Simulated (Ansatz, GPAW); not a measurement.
# STM contrast on Mg/Ti(0001), part 4 of 4

Aim: Tersoff-Hamann images of Mg/Ti(0001) at several biases.

GPAW 26.7.0 and Ansatz 0.2.0; Ansatz plane waves; slab in vacuum with a dipole correction, relaxation (the session's first sound run).

So far, lower work function (eV): step 2 (relaxing the atoms, PBE) 4.41; step 3 (the slab's potential, PBE, GPAW) 4.42.

### Step 4. A second plane-wave code (continued)

Density over a1 and a2. Constant height 4 Å over the top atom, window e_range_0_1.5.

Ten even steps from '_' (0.30 × 1e-3 e/Å³) to '@' (1.22 × 1e-3 e/Å³), each cell a mean:
```
--==++**####%%%%%%%%%%##****++==--::::....__________....::::
--==++**####%%@@@@@@@@%%%%##**++==--::::....________....::::
----==++**##%%@@@@@@@@@@%%%%##**++==--::::....________....::
::--==++**##%%%%@@@@@@@@@@%%%%##**++==--::......______......
::::--==++**##%%%%@@@@@@@@@@%%##**++==----::....________....
..::::--==++**####%%@@@@@@%%%%##****++==--::......________..
....::::--==++****####%%%%%%####****++==--::::....__________
__....::::--====++****########****++====--::::....__________
______....::----====++++******++++++====--::::....__________
________....::::----==================----::::....__________
__________......::::::------------------::::......__________
______________........::::::::::::::::::::........__________
__________________..............................____________
________________________....................________________
____....____________________________________________________
....................__________________________________......
..::::::::::::::........______________________________......
::::::--------::::::::......________________________......::
::------========------::::....______________________......::
----====++++++++++====----::::....__________________....::::
--====++++********++++++==----::....________________....::::
--==++****##########****++====--::....______________....::::
```
Columns: a1 from 0 to 0.975; rows upwards: a2 from 0 to 0.975.

Tip height over the top atom over a1 and a2. Constant current at the density 5.677e-04 e/Å^3, window e_range_0_1.5.

Ten even steps from '0' (3.40 Å) to '9' (4.44 Å), each cell a mean:
```
677889999999887765433211123445
677889999999988776544322222345
667889999999998877654332222345
567788999999999887665433222334
456778899999999988765543222234
445677889999999988776543322223
344567788899999888776544322122
233456677888888888776554322111
122345566778888877766554322111
111234455667777777666544322110
001123344556666666655543322110
001112233444555555554443322111
111111222333444444444333222111
222222222222333333333322222222
222222222222222222222222222222
333433333322211111111111222233
444555444433221100000011122334
555666655544332110000001123344
566667666655443221000001123445
667777777776654332100000123445
677788888877765543211001123455
677888899888776654322111123455
```
Columns: a1 from 0 to 0.975; rows upwards: a2 from 0 to 0.975.

Force by atom:

```
atom  x (eV/Å)  y (eV/Å)  z (eV/Å)   size
 Ti1     0.014    -0.009     0.576  0.576
 Ti2    -0.052     0.030    -0.620  0.623
 Ti3     0.001    -0.005    -0.003  0.006
 Ti4     0.001     0.001     0.001  0.002
 Ti5     0.000     0.001     0.546  0.546
 Ti6     0.000    -0.003    -0.432  0.432
 Ti7     0.000     0.002     0.006  0.006
 Ti8     0.000     0.001     0.006  0.006
 Ti9    -0.014    -0.009     0.576  0.576
Ti10     0.052     0.030    -0.620  0.623
Ti11    -0.001    -0.005    -0.003  0.006
Ti12    -0.001     0.001     0.001  0.002
Ti13     0.000     0.017     0.575  0.575
Ti14     0.000    -0.060    -0.616  0.619
Ti15     0.000     0.006     0.004  0.007
Ti16     0.000     0.001    -0.002  0.002
Mg17     0.000     0.001     0.004  0.004
```

The upper face's work function is 3.043 eV, against 3.042 eV in the first plane-wave PBE run at this geometry.

### Step 5. Side by side

Results and costs are gathered.

This step: comparison of work functions, dipole and cost (GPAW 26.7.0).

Ladder, by row:

```
  step    code  work function, upper (eV)  work function, lower (eV)  dipole (e Å)  wall time (s)  peak memory (GiB)  threads
    pw    GPAW                      3.042                      4.416        0.2289           6417               2.23        1
ansatz  Ansatz                      3.043                      4.411        0.2279          154.7              3.498        4
```

### Step 6. Outcome

| Property | Result |
| --- | --- |
| work function, upper and lower face | 3.042 and 4.416 eV |
| dipole along the normal | 0.229 e Å |
| corrugation at -2 V | 0.650 Å |
| corrugation at -1 V | 0.597 Å |
| corrugation at 1.5 V | 1.05 Å |

What this shows: The corrugation at constant current is largest at 1.5 V, where the tip height varies by 1.1 Å over the cell. Negative sample bias images filled states, positive bias empty ones. The two faces differ by 1.4 eV, the step that the slab's dipole makes (e p/(ε0 A) gives 1.4 eV), so the dipole layer is needed. The two plane-wave codes differ by 1.6e-4 eV on the upper face. The images are of Tersoff-Hamann type: an s-wave tip, no tip-sample forces, heights closer than in a microscope. Ansatz gives corrugations of 0.64 Å at -2 V (GPAW 0.65), 0.59 Å at -1 V (GPAW 0.60) and 1.1 Å at 1.5 V (GPAW 1.1). GPAW's time includes a further run over the whole zone for the images, so the two times are not like for like. The cell of 30.1 Å² holds one Mg, started on one chosen site; other sites and coverages weren't tried. The runs had no spin polarisation, so a magnetic state, which thin layers of d-metal atoms can have, wasn't tested. The in-plane lattice was kept as typed, which isn't the functional's own and leaves some strain; spin-orbit coupling and temperature are left out.

[Logs are printed without paths, hosts, clocks, repeated set-up lines and the standing remarks that a program may print on its own settings, such as how far it seeks lower states.]

[Hosts, paths, dates, database ids (printed as entryN), source tags and the programs' standing remarks are cut or masked in the printed files.]
